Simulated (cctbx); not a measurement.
# Diagnosing a refinement

Cell a = 4.3620 Å, b = 4.3620 Å, c = 10.1320 Å, α = 90.00°, β = 90.00°, γ = 90.00°; space group I4/mmm (no. 139).

Simulated single-crystal data (cctbx): Mo Kα, λ = 0.71073 Å, to d = 0.8 Å, 80 % of the full sphere, strongest reflection 40000 counts, noise from counting, a 1.5 % proportional error and a noise floor of 2 counts (s.d.); no absorption.

An anisotropic refinement with weights 1/σ² prints:

```text
Rint 0.014, 80 unique reflections to 0.80 A
cycle     R1     wR2    GooF  max shift (A)
   1  0.5993  0.8866  90.504   0.00000
   2  0.5802  0.8527  87.046   0.00000
final R1 0.5802 wR2 0.8527 GooF 87.045  parameters 4  data/parameter 20.0
atom        x        y        z      Ueq    occ   su(xyz)  su(Uiso or U11)
Pd1    0.50000  0.00000  0.25000  -0.0151  1.000  0.00000  0.0128  NPD
Sr1    0.00000  0.00000  0.00000  -0.0030  1.000  0.00000  0.0150  NPD
difference map: max 218.15 min -18.54 rms 18.57
Q1    0.0000  0.5000  0.2500    4  225.28  0.00 A from Pd1
Q2    0.0000  0.0000  0.0000    2  218.15  0.00 A from Sr1
Q3    0.0000  0.0000  0.3690    4  204.69  2.49 A from Pd1
Q4    0.0000  0.2864  0.0000    8   10.42  1.25 A from Sr1
Q5    0.0000  0.1294  0.1076   16    8.94  1.23 A from Sr1
Q6    0.1064  0.2944  0.5000   16    7.06  1.94 A from Sr1
```

**Question.** Can this result stand? If not, what is the likely fault?

Mend it. The fault: an atom left out, Ti at (1/2, 1/2, 0.1321). Against the right model at the same level, R1 goes from 0.0035 to 0.5802 and GooF from 0.84 to 87.05, the top difference peak, 225.3 e/Å³, lies on Pd1 and Pd1 and Sr1 go non-positive-definite. Q3 is the missing atom. With scattering power missing, scale and phases suffer, so peaks may also grow on the heavy atoms.

The compound is SrTi2Pd2. The right model at the same level gives:

```text
Rint 0.014, 80 unique reflections to 0.80 A
cycle     R1     wR2    GooF  max shift (A)
   1  0.0059  0.0147   1.526   0.00063
   2  0.0035  0.0081   0.844   0.00000
final R1 0.0035 wR2 0.0081 GooF 0.844  parameters 7  data/parameter 11.4
atom        x        y        z      Ueq    occ   su(xyz)  su(Uiso or U11)
Pd1    0.50000  0.00000  0.25000   0.0083  1.000  0.00000  0.0001
Sr1    0.00000  0.00000  0.00000   0.0084  1.000  0.00000  0.0001
Ti1    0.50000  0.50000  0.13210   0.0076  1.000  0.00004  0.0001
difference map: max 0.20 min -0.12 rms 0.04
Q1    0.0000  0.0000  0.2785    4    0.20  0.91 A from Ti1
Q2    0.0000  0.5000  0.1369    8    0.15  1.15 A from Pd1
Q3    0.1609  0.1609  0.0647   16    0.10  1.19 A from Sr1
Q4    0.0000  0.3112  0.0000    8    0.10  1.36 A from Sr1
Q5    0.1598  0.1598  0.4576   16    0.09  1.34 A from Ti1
Q6    0.1206  0.2864  0.4314   32    0.09  1.50 A from Ti1
```

The model is made up (kin elements in a known structure type, no relaxation), so it says nothing on whether the phase exists.

[Middle refinement cycles are left out of these outputs.]

[Logs are printed without paths, hosts, clocks, repeated set-up lines and the standing remarks that a program may print on its own settings, such as how far it seeks lower states.]
